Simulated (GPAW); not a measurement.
# Gap slopes of MgS (Niningerite) from G0W0 (biaxial strain)

Does LDA give the same change of gap under biaxial strain as G0W0? The case is MgS (Niningerite).

Method: LDA and many-body steps on it, plane waves, in GPAW 26.7.0.

Most raw output is cut from this account.

### Step 1. Set-up

The structure is cubic, space group Fm-3m (No. 225). Conventional cell: a = 5.203 Å, b = 5.203 Å, c = 5.203 Å, α = 90.00°, β = 90.00°, γ = 90.00°. Nearest to Mg lie 6 S at 2.60 Å. S has 6 Mg at 2.60 Å nearest. Farther neighbours and most contacts between anions are not listed.

Structure file:

```cif
data_structure
_symmetry_space_group_name_H-M 'Fm-3m'
_symmetry_Int_Tables_number 225
_cell_length_a 5.2033
_cell_length_b 5.2033
_cell_length_c 5.2033
_cell_angle_alpha 90.000
_cell_angle_beta 90.000
_cell_angle_gamma 90.000
_cell_volume 140.88
loop_
_atom_site_label
_atom_site_type_symbol
_atom_site_symmetry_multiplicity
_atom_site_Wyckoff_symbol
_atom_site_fract_x
_atom_site_fract_y
_atom_site_fract_z
_atom_site_occupancy
Mg1 Mg 4 a 0.00000 0.00000 0.00000 1
S1 S 4 b 0.50000 0.00000 0.00000 1
```

The cell is from the Crystallography Open Database; fractional positions held.

### Step 2. Ground state

This step: GPAW 26.7.0; DFT, LDA, plane waves, PAW.

The ground-state density comes first.

run.py reads:

```python
import json
import numpy as np
from gpaw.mpi import world
from ase import Atoms
from gpaw import GPAW, PW, FermiDirac

atoms = Atoms(['Mg', 'S'],
    cell=[[0.0000000000, 2.6016500000, 2.6016500000],
      [2.6016500000, 0.0000000000, 2.6016500000],
      [2.6016500000, 2.6016500000, 0.0000000000]],
    scaled_positions=[[0.0000000000, 0.0000000000, 0.0000000000],
      [0.5000000000, 0.5000000000, 0.5000000000]],
    pbc=(True, True, True))
calc = GPAW(mode=PW(450),
    xc='LDA',
    kpts={'size': (8, 8, 8), 'gamma': True},
    occupations=FermiDirac(0.001),
    nbands=-7,
    convergence={'density': 1e-6, 'bands': -3},
    maxiter=100,
    txt='gs.txt')
atoms.calc = calc
res = {'energy': atoms.get_potential_energy()}
kpts = calc.get_ibz_k_points()
res['kpts'] = kpts
res['eigenvalues'] = [calc.get_eigenvalues(kpt=k) for k in range(len(kpts))]
res['n_electrons'] = calc.get_number_of_electrons()
calc.write('gs.gpw')

if world.rank == 0:
    with open('result.json', 'w') as f:
        json.dump(res, f, default=lambda x: x.tolist())
```

Run with:

```console
mpirun -n 4 gpaw python run.py
```

It took 4.7 s on 4 MPI ranks of Intel Xeon Platinum 8488C (Sapphire Rapids), shared host; peak memory 0.62 GiB.

Numbers from this step:

```yaml
total_energy: -9.578 eV
gap: 2.566 eV
k_of_the_valence_top: 0, 0, 0
k_of_the_conduction_bottom: 0.5, 0.5, 0
least_direct_gap: 3.487 eV
```

The gap is indirect, with the least direct gap 0.92 eV higher.

### Step 3. Empty states on the mesh, 4×4×4 mesh, 171 bands

The sums over transitions need many empty states on a uniform mesh; this step solves for them.

run.py reads:

```python
import json
import numpy as np
from gpaw.mpi import world
from gpaw import GPAW

calc = GPAW('gs.gpw').fixed_density(kpts={'size': (4, 4, 4), 'gamma': True},
    parallel={'domain': 1, 'band': 1},
    txt='nscf.txt')
calc.diagonalize_full_hamiltonian(nbands=171)
calc.write('full.gpw', mode='all')
res = {}
kpts = calc.get_ibz_k_points()
res['kpts'] = kpts
res['eigenvalues'] = [calc.get_eigenvalues(kpt=k) for k in range(len(kpts))]
res['n_electrons'] = calc.get_number_of_electrons()

if world.rank == 0:
    with open('result.json', 'w') as f:
        json.dump(res, f, default=lambda x: x.tolist())
```

Run with:

```console
mpirun -n 4 gpaw python run.py
```

The job ended after 4.8 s (4 MPI ranks; peak memory 0.78 GiB; 18 s of CPU time).

This step gave:

| Property | Result |
| --- | --- |
| gap | 2.566 eV |
| k of the valence top | 0, 0, 0 |
| k of the conduction bottom | 0.5, 0.5, 0 |
| least direct gap | 3.487 eV |
| k points computed | 8 |
| lowest point of the top converged band, above the valence top | 150.2370 eV |

On this mesh the gap is 2.566 eV.

### Step 4. G0W0, strain +0 %

Now the one-shot GW correction: screening in the RPA, then the self-energy of the levels asked for.

This step: G0W0 on LDA, plane waves, PAW.

run.py reads:

```python
import json
import numpy as np
from gpaw.mpi import world
from gpaw.response.g0w0 import G0W0

gw = G0W0('full.gpw',
    filename='gw',
    kpts=[0, 5],
    bands=(6, 10),
    ecut=np.float64(160.0),
    integrate_gamma='WS',
    ppa=True,
    ecut_extrapolation=True)
gw.calculate()
res = {mode: {k: v for k, v in r.items() if k != 'sigma_eskwn'}
       for mode, r in gw.all_results.items()}

if world.rank == 0:
    with open('result.json', 'w') as f:
        json.dump(res, f, default=lambda x: x.tolist())
```

Run with:

```console
mpirun -n 4 gpaw python run.py
```

Run time: 57 s. Hardware: 4 MPI ranks; peak memory 1.1 GiB; 3.8 min of CPU time.

Numbers from this step:

```yaml
quasiparticle_gap_on_the_points_computed: 4.299 eV
least_direct_quasiparticle_gap_on_the_computed_points: 5.103 eV
z_at_the_valence_top: 0.7823
z_at_the_conduction_bottom: 0.8175
starting_gap_on_the_mesh: 2.566 eV
k_of_the_valence_top: 0, 0, 0
k_of_the_conduction_bottom: 0.5, 0.5, 0
gaps_at_the_cutoffs_of_the_extrapolation: 4.137, 4.152, 4.170 eV
```

The gap on the mesh goes from 2.57 eV to 4.30 eV, a correction of +1.73 eV.

### Step 5. One-shot HSE06, strain +0 %

This step: one-shot HSE06 levels on LDA orbitals, plane waves, PAW.

run.py reads:

```python
import json
import numpy as np
from gpaw.mpi import world
from gpaw.hybrids.eigenvalues import non_self_consistent_eigenvalues

dft, vxc, vxc_hyb = non_self_consistent_eigenvalues('full.gpw', 'HSE06', 6, 10, kpt_indices=[0, 5])
res = {'dft': dft[0], 'hybrid': (dft - vxc + vxc_hyb)[0]}
if world.rank == 0:
    with open('hybrid.txt', 'w') as f:
        for k, e0, e1 in zip([0, 5], res['dft'], res['hybrid']):
            print(k, ' '.join(f'{x:9.4f}' for x in e0), '|', ' '.join(f'{x:9.4f}' for x in e1), file=f)

if world.rank == 0:
    with open('result.json', 'w') as f:
        json.dump(res, f, default=lambda x: x.tolist())
```

Run with:

```console
mpirun -n 4 gpaw python run.py
```

It took 3.6 s on 4 MPI ranks; peak memory 0.52 GiB; 13 s of CPU time.

Numbers from this step:

```
starting gap on the mesh                       : 2.566 eV
hybrid gap on the mesh                         : 3.911 eV
least direct hybrid gap on the computed points : 4.867 eV
```

### Step 6. G0W0, strain -1 %

This step: G0W0 on LDA, plane waves, PAW.

The cell differs from the one that the last finished run ended in (a 3.679 → 3.661 Å, b 3.679 → 3.661 Å, c 3.679 → 3.642 Å, γ 60.0 → 59.7°).

run.py reads:

```python
import json
import numpy as np
from gpaw.mpi import world
from gpaw.response.g0w0 import G0W0

gw = G0W0('full.gpw',
    filename='gw',
    kpts=[0, 6],
    bands=(6, 10),
    ecut=np.float64(162.159),
    integrate_gamma='WS',
    ppa=True,
    ecut_extrapolation=True)
gw.calculate()
res = {mode: {k: v for k, v in r.items() if k != 'sigma_eskwn'}
       for mode, r in gw.all_results.items()}

if world.rank == 0:
    with open('result.json', 'w') as f:
        json.dump(res, f, default=lambda x: x.tolist())
```

Run with:

```console
mpirun -n 4 gpaw python run.py
```

It took 63 s on 4 MPI ranks; peak memory 1.1 GiB.

This step gave:

- quasiparticle gap on the points computed: 4.305 eV
- least direct quasiparticle gap on the computed points: 5.245 eV
- starting gap on the mesh: 2.561 eV
- k of the valence top: 0, 0, 0
- k of the conduction bottom: 0.5, 0, 0.5
- gaps at the cutoffs of the extrapolation: 4.144, 4.160, 4.176 eV

The gap on the mesh goes from 2.56 eV to 4.30 eV, a correction of +1.74 eV.

Ground state, empty states and screening of this cell were made anew, as for the first cell; those steps are not shown. Ions: fractional positions held.

### Step 7. One-shot HSE06, strain -1 %

This step: one-shot HSE06 levels on LDA orbitals, plane waves, PAW.

run.py reads:

```python
import json
import numpy as np
from gpaw.mpi import world
from gpaw.hybrids.eigenvalues import non_self_consistent_eigenvalues

dft, vxc, vxc_hyb = non_self_consistent_eigenvalues('full.gpw', 'HSE06', 6, 10, kpt_indices=[0, 6])
res = {'dft': dft[0], 'hybrid': (dft - vxc + vxc_hyb)[0]}
if world.rank == 0:
    with open('hybrid.txt', 'w') as f:
        for k, e0, e1 in zip([0, 6], res['dft'], res['hybrid']):
            print(k, ' '.join(f'{x:9.4f}' for x in e0), '|', ' '.join(f'{x:9.4f}' for x in e1), file=f)

if world.rank == 0:
    with open('result.json', 'w') as f:
        json.dump(res, f, default=lambda x: x.tolist())
```

Run with:

```console
mpirun -n 4 gpaw python run.py
```

The job ended after 3.3 s (4 MPI ranks; peak memory 0.52 GiB; 12 s of CPU time).

Numbers from this step:

* starting gap on the mesh: 2.561 eV
* hybrid gap on the mesh: 3.907 eV
* least direct hybrid gap on the computed points: 5.007 eV

### Step 8. G0W0, strain +1 %

This step: G0W0 on LDA, plane waves, PAW.

The cell differs from the one that the last finished run ended in (a 3.661 → 3.698 Å, b 3.661 → 3.698 Å, c 3.642 → 3.716 Å, α 60.2 → 59.8°, β 60.2 → 59.8°, γ 59.7 → 60.3°).

run.py reads:

```python
import json
import numpy as np
from gpaw.mpi import world
from gpaw.response.g0w0 import G0W0

gw = G0W0('full.gpw',
    filename='gw',
    kpts=[0, 10],
    bands=(6, 10),
    ecut=np.float64(157.891),
    integrate_gamma='WS',
    ppa=True,
    ecut_extrapolation=True)
gw.calculate()
res = {mode: {k: v for k, v in r.items() if k != 'sigma_eskwn'}
       for mode, r in gw.all_results.items()}

if world.rank == 0:
    with open('result.json', 'w') as f:
        json.dump(res, f, default=lambda x: x.tolist())
```

Run with:

```console
mpirun -n 4 gpaw python run.py
```

Wall time 63 s (4 MPI ranks); peak memory 1.1 GiB.

This step gave:

| Item | Value |
| --- | --- |
| quasiparticle gap on the points computed | 4.194 eV |
| least direct quasiparticle gap on the computed points | 4.915 eV |
| starting gap on the mesh | 2.478 eV |
| k of the valence top | 0, 0, 0 |
| k of the conduction bottom | 0.5, 0.5, 0 |
| gaps at the cutoffs of the extrapolation | 4.029, 4.045, 4.062 eV |

The gap on the mesh goes from 2.48 eV to 4.19 eV, a correction of +1.72 eV.

Again on this cell's own states.

### Step 9. One-shot HSE06, strain +1 %

This step: one-shot HSE06 levels on LDA orbitals, plane waves, PAW.

run.py reads:

```python
import json
import numpy as np
from gpaw.mpi import world
from gpaw.hybrids.eigenvalues import non_self_consistent_eigenvalues

dft, vxc, vxc_hyb = non_self_consistent_eigenvalues('full.gpw', 'HSE06', 6, 10, kpt_indices=[0, 10])
res = {'dft': dft[0], 'hybrid': (dft - vxc + vxc_hyb)[0]}
if world.rank == 0:
    with open('hybrid.txt', 'w') as f:
        for k, e0, e1 in zip([0, 10], res['dft'], res['hybrid']):
            print(k, ' '.join(f'{x:9.4f}' for x in e0), '|', ' '.join(f'{x:9.4f}' for x in e1), file=f)

if world.rank == 0:
    with open('result.json', 'w') as f:
        json.dump(res, f, default=lambda x: x.tolist())
```

Run with:

```console
mpirun -n 4 gpaw python run.py
```

Wall time 3.4 s (4 MPI ranks); peak memory 0.57 GiB; 13 s of CPU time.

Numbers from this step:

```yaml
starting_gap_on_the_mesh: 2.478 eV
hybrid_gap_on_the_mesh: 3.815 eV
least_direct_hybrid_gap_on_the_computed_points: 4.685 eV
```

### Step 10. G0W0, strain -2 %

This step: G0W0 on LDA, plane waves, PAW.

The cell differs from the one that the last finished run ended in (a 3.698 → 3.643 Å, b 3.698 → 3.643 Å, c 3.716 → 3.606 Å, α 59.8 → 60.3°, β 59.8 → 60.3°, γ 60.3 → 59.3°).

run.py reads:

```python
import json
import numpy as np
from gpaw.mpi import world
from gpaw.response.g0w0 import G0W0

gw = G0W0('full.gpw',
    filename='gw',
    kpts=[0, 6],
    bands=(6, 10),
    ecut=np.float64(164.368),
    integrate_gamma='WS',
    ppa=True,
    ecut_extrapolation=True)
gw.calculate()
res = {mode: {k: v for k, v in r.items() if k != 'sigma_eskwn'}
       for mode, r in gw.all_results.items()}

if world.rank == 0:
    with open('result.json', 'w') as f:
        json.dump(res, f, default=lambda x: x.tolist())
```

Run with:

```console
mpirun -n 4 gpaw python run.py
```

Run time: 63 s. Hardware: 4 MPI ranks; peak memory 1.1 GiB.

Numbers from this step:

- quasiparticle gap on the points computed: 4.316 eV
- least direct quasiparticle gap on the computed points: 5.396 eV
- starting gap on the mesh: 2.558 eV
- k of the valence top: 0, 0, 0
- k of the conduction bottom: 0.5, 0, 0.5
- gaps at the cutoffs of the extrapolation: 4.153, 4.169, 4.185 eV

The gap on the mesh goes from 2.56 eV to 4.32 eV, a correction of +1.76 eV.

Again on this cell's own states.

### Step 11. One-shot HSE06, strain -2 %

This step: one-shot HSE06 levels on LDA orbitals, plane waves, PAW.

run.py reads:

```python
import json
import numpy as np
from gpaw.mpi import world
from gpaw.hybrids.eigenvalues import non_self_consistent_eigenvalues

dft, vxc, vxc_hyb = non_self_consistent_eigenvalues('full.gpw', 'HSE06', 6, 10, kpt_indices=[0, 6])
res = {'dft': dft[0], 'hybrid': (dft - vxc + vxc_hyb)[0]}
if world.rank == 0:
    with open('hybrid.txt', 'w') as f:
        for k, e0, e1 in zip([0, 6], res['dft'], res['hybrid']):
            print(k, ' '.join(f'{x:9.4f}' for x in e0), '|', ' '.join(f'{x:9.4f}' for x in e1), file=f)

if world.rank == 0:
    with open('result.json', 'w') as f:
        json.dump(res, f, default=lambda x: x.tolist())
```

Run with:

```console
mpirun -n 4 gpaw python run.py
```

The job ended after 3.2 s (4 MPI ranks; peak memory 0.52 GiB).

This step gave:

- starting gap on the mesh: 2.558 eV
- hybrid gap on the mesh: 3.904 eV
- least direct hybrid gap on the computed points: 5.154 eV

### Step 12. G0W0, strain +2 %

This step: G0W0 on LDA, plane waves, PAW.

The cell differs from the one that the last finished run ended in (a 3.643 → 3.716 Å, b 3.643 → 3.716 Å, c 3.606 → 3.753 Å, α 60.3 → 59.7°, β 60.3 → 59.7°, γ 59.3 → 60.7°).

run.py reads:

```python
import json
import numpy as np
from gpaw.mpi import world
from gpaw.response.g0w0 import G0W0

gw = G0W0('full.gpw',
    filename='gw',
    kpts=[0, 10],
    bands=(6, 10),
    ecut=np.float64(155.831),
    integrate_gamma='WS',
    ppa=True,
    ecut_extrapolation=True)
gw.calculate()
res = {mode: {k: v for k, v in r.items() if k != 'sigma_eskwn'}
       for mode, r in gw.all_results.items()}

if world.rank == 0:
    with open('result.json', 'w') as f:
        json.dump(res, f, default=lambda x: x.tolist())
```

Run with:

```console
mpirun -n 4 gpaw python run.py
```

Run time: 63 s. Hardware: 4 MPI ranks; peak memory 1.1 GiB.

This step gave:

- quasiparticle gap on the points computed: 4.095 eV
- least direct quasiparticle gap on the computed points: 4.734 eV
- starting gap on the mesh: 2.395 eV
- k of the valence top: 0, 0, 0
- k of the conduction bottom: 0.5, 0.5, 0
- gaps at the cutoffs of the extrapolation: 3.926, 3.942, 3.960 eV

The gap on the mesh goes from 2.39 eV to 4.10 eV, a correction of +1.70 eV.

Again on this cell's own states.

### Step 13. One-shot HSE06, strain +2 %

This step: one-shot HSE06 levels on LDA orbitals, plane waves, PAW.

run.py reads:

```python
import json
import numpy as np
from gpaw.mpi import world
from gpaw.hybrids.eigenvalues import non_self_consistent_eigenvalues

dft, vxc, vxc_hyb = non_self_consistent_eigenvalues('full.gpw', 'HSE06', 6, 10, kpt_indices=[0, 10])
res = {'dft': dft[0], 'hybrid': (dft - vxc + vxc_hyb)[0]}
if world.rank == 0:
    with open('hybrid.txt', 'w') as f:
        for k, e0, e1 in zip([0, 10], res['dft'], res['hybrid']):
            print(k, ' '.join(f'{x:9.4f}' for x in e0), '|', ' '.join(f'{x:9.4f}' for x in e1), file=f)

if world.rank == 0:
    with open('result.json', 'w') as f:
        json.dump(res, f, default=lambda x: x.tolist())
```

Run with:

```console
mpirun -n 4 gpaw python run.py
```

Wall time 3.5 s (4 MPI ranks); peak memory 0.57 GiB; 13 s of CPU time.

This step gave:

```
starting gap on the mesh                       : 2.395 eV
hybrid gap on the mesh                         : 3.724 eV
least direct hybrid gap on the computed points : 4.509 eV
```

### Step 14. The series

One mesh (4×4×4), Godby-Needs plasmon pole, bands tied to the cutoff, extrapolated in the cutoff; biaxial strain per length. Ions: fractional positions held. Fractional positions are the same in all cells. The third axis is held.

| strain (%) | LDA gap (eV) | HSE06 gap (eV) | G0W0 gap (eV) | least direct G0W0 gap (eV) | G0W0 edges |
| --- | --- | --- | --- | --- | --- |
| -2 | 2.558 | 3.904 | 4.316 | 5.396 | Γ to (0.500, 0.000, 0.500) |
| -1 | 2.561 | 3.907 | 4.305 | 5.245 | Γ to (0.500, 0.000, 0.500) |
| +0 | 2.566 | 3.911 | 4.299 | 5.103 | Γ to (0.500, 0.500, 0.000) |
| +1 | 2.478 | 3.815 | 4.194 | 4.915 | Γ to (0.500, 0.500, 0.000) |
| +2 | 2.395 | 3.724 | 4.095 | 4.734 | Γ to (0.500, 0.500, 0.000) |

### Step 15. What came out

| Quantity | Value |
| --- | --- |
| slope under compression | +4 (LDA), +4 (HSE06) and −8 (G0W0) meV per % |
| slope under tension | −86 (LDA), −93 (HSE06) and −102 (G0W0) meV per % |
| GW settings, unstrained cell | 4×4×4 mesh, screening to 160 eV |
| known limits | extrapolated from modest cutoffs; coarse k mesh |

On the side of compression the slopes of gap against strain are +4 (LDA), +4 (HSE06) and −8 (G0W0) meV per %. On the side of tension the slopes of gap against strain are −86 (LDA), −93 (HSE06) and −102 (G0W0) meV per %. In LDA and HSE06 the slope has one sign under compression and the other under tension, so no single slope holds; the G0W0 gap is widest at -2 %. The G0W0 edges are not at the same points in all cells. Gaps are read on the mesh, so a valley between its points is missed. These stock PAW sets were not made for GW. In the G0W0, extrapolated in the cutoff run levels were corrected at 2 k points alone, so a gap called «on the mesh» is the least over those, and an edge elsewhere would be missed. The program warns of a poor linear fit in the extrapolation of some level, so the extrapolated values are rough. The 4×4×4 mesh is coarse for this cell, which bears on the long-range parts of exchange and screening.

[Paths, hosts, dates, memory and timing lines, banners, echoed tables and standing remarks are left out of the program output.]

[Logs are printed without paths, hosts, clocks, repeated set-up lines and the standing remarks that a program may print on its own settings, such as how far it seeks lower states.]

[Runs of the session that timed out or met a known fault of the program may be left out.]

[Hosts, paths, dates, database ids (printed as entryN), source tags and the programs' standing remarks are cut or masked in the printed files.]
